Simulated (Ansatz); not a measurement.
In doubt: masses and optical values from hybrid runs of this build are listed as unsure, which bears on the screening that GW takes from such a start.

Rows from a G0W0 calculation on H6PbCBr3N (CH3NH3PbBr3) (Ansatz 0.2.0; G0W0 on HSE06, plane waves, PAW; PAW set soft_1; 4×4×4 mesh, 311 empty bands, screening to 78 eV, PAW set soft_1 files), in eV. Spin-orbit coupling is left out.

The structure was built from a prototype and need not be the compound's stable phase.

```tsv
row	Σx	Σc	Vxc	Z
A	-8.40	-3.02	-11.86	0.82
B	-8.30	-3.03	-11.76	0.82
C	-8.05	-3.04	-11.52	0.82
D	-19.50	2.45	-16.57	0.78
E	-18.73	0.90	-17.58	0.81
F	-19.47	2.46	-16.52	0.78
```

Q: Which rows are filled states and which are empty ones, and how can one tell?

Filled: D, E and F. Empty: A, B and C. The sign of Σc tells: for a filled state bare exchange, which holds its interaction with itself, lies below Vxc (Σx − Vxc is -1.2 eV or lower here) and screening gives part back as a positive Σc. For an empty state Σx lies above Vxc (+3.5 eV or more) and the Coulomb hole leaves Σc negative.

[Paths, hosts, dates, memory and timing lines, banners, echoed tables and standing remarks are left out of the program output.]

[Logs are printed without paths, hosts, clocks, repeated set-up lines and the standing remarks that a program may print on its own settings, such as how far it seeks lower states.]

[Runs of the session that timed out or met a known fault of the program may be left out.]

[Cells called generated may have been cut or substituted from an entry of the Crystallography Open Database or the Materials Project.]

[Hosts, paths, dates, database ids (printed as entryN), source tags and the programs' standing remarks are cut or masked in the printed files.]
